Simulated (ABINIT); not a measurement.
Planning a run of ABINIT 10.8.3 on BiOBr (P4/nmm). The input:

```
acell 3*1.0 Angstrom
rprim 
  3.916000000000 0.000000000000 0.000000000000
  0.000000000000 3.916000000000 0.000000000000
  0.000000000000 0.000000000000 8.077000000000
ntypat 3
znucl 83 35 8
natom 6
typat 1 1 2 2 3 3
xred 
  0.000000000000 0.500000000000 0.154000000000
  0.500000000000 0.000000000000 0.846000000000
  0.000000000000 0.500000000000 0.653000000000
  0.500000000000 0.000000000000 0.347000000000
  0.000000000000 0.000000000000 0.000000000000
  0.500000000000 0.500000000000 0.000000000000
pp_dirpath "pseudos"
pseudos "Bi.upf, Br.upf, O.upf"
ecut 42
ngkpt 4 4 2
nshiftk 1
shiftk 0 0 0
kptopt 1
chksymbreak 0
istwfk *1
occopt 1
irdwfk 1
optdriver 4
nband 134
gwcalctyp 10
ecutsigx 42
symsigma 1
nkptgw 12
kptgw 
  0.0000000000 0.0000000000 0.0000000000
  0.2500000000 0.0000000000 0.0000000000
  0.5000000000 0.0000000000 0.0000000000
  0.2500000000 0.2500000000 0.0000000000
  0.5000000000 0.2500000000 0.0000000000
  0.5000000000 0.5000000000 0.0000000000
  0.0000000000 0.0000000000 0.5000000000
  0.2500000000 0.0000000000 0.5000000000
  0.5000000000 0.0000000000 0.5000000000
  0.2500000000 0.2500000000 0.5000000000
  0.5000000000 0.2500000000 0.5000000000
  0.5000000000 0.5000000000 0.5000000000
bdgw 
  33 52
  33 52
  33 52
  33 52
  33 52
  33 52
  33 52
  33 52
  33 52
  33 52
  33 52
  33 52
ecuteps 3.8
irdscr 1
ppmodel 1
irdqps 1
indata_prefix "in"
outdata_prefix "out"
tmpdata_prefix "tmp"
```

The database entry behind the starting cell differs from later determinations by our own check (0.1 to 0.3 % short, probably kX units), so it need not match the best structure at ambient conditions.

```sh
OMP_NUM_THREADS=1 mpirun -n 4 abinit run.abi > log
```

Estimate wall time and host memory on 4 MPI ranks of Arm Neoverse V2, shared host.

It took 13 min; on shared hardware allow 6.3 min to 25 min. Peak host memory was 6.1 GiB.

[Paths, hosts, dates, memory and timing lines, banners, echoed tables and standing remarks are left out of the program output.]

[Logs are printed without paths, hosts, clocks, repeated set-up lines and the standing remarks that a program may print on its own settings, such as how far it seeks lower states.]

[Runs of the session that timed out or met a known fault of the program may be left out.]

[Hosts, paths, dates, database ids (printed as entryN), source tags and the programs' standing remarks are cut or masked in the printed files.]

[G0W0 gaps are taken among the corrected bands and points alone; a level outside them can change the order at an edge.]

[Where Ansatz stands beside ABINIT at settings called matched, ABINIT's density can come from a denser mesh and the files from another edition; pairs whose starting gaps differed by over 0.03 eV were left out, so agreement reads better than it is.]
